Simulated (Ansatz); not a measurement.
Rows from a G0W0 calculation on PtS2/PtS2 (1T bilayer) (Ansatz 0.2.0; G0W0 on PBE, plane waves, PAW; PAW set soft_1; 6×6×1 mesh, 617 empty bands, screening to 75 eV, PAW set soft_1 files), in eV. Spin-orbit coupling is left out.

| row | Σx | Σc | Vxc | Z |
| --- | --- | --- | --- | --- |
| A | -15.95 | -2.97 | -19.47 | 0.73 |
| B | -16.38 | -2.91 | -19.83 | 0.73 |
| C | -16.40 | -2.82 | -19.74 | 0.73 |
| D | -20.74 | 1.89 | -18.68 | 0.72 |
| E | -16.48 | -3.04 | -20.08 | 0.73 |
| F | -21.30 | 2.18 | -18.91 | 0.72 |

Question: Which rows are filled states and which are empty ones, and how can one tell?

Filled: D and F. Empty: A, B, C and E. The sign of Σc tells: for a filled state bare exchange, which holds its interaction with itself, lies below Vxc (Σx − Vxc is -2.1 eV or lower here) and screening gives part back as a positive Σc. For an empty state Σx lies above Vxc (+3.3 eV or more) and the Coulomb hole leaves Σc negative.

[Runs of the session that timed out or met a known fault of the program may be left out.]

[Cells called generated may have been cut or substituted from an entry of the Crystallography Open Database or the Materials Project.]

[Hosts, paths, dates, database ids (printed as entryN), source tags and the programs' standing remarks are cut or masked in the printed files.]
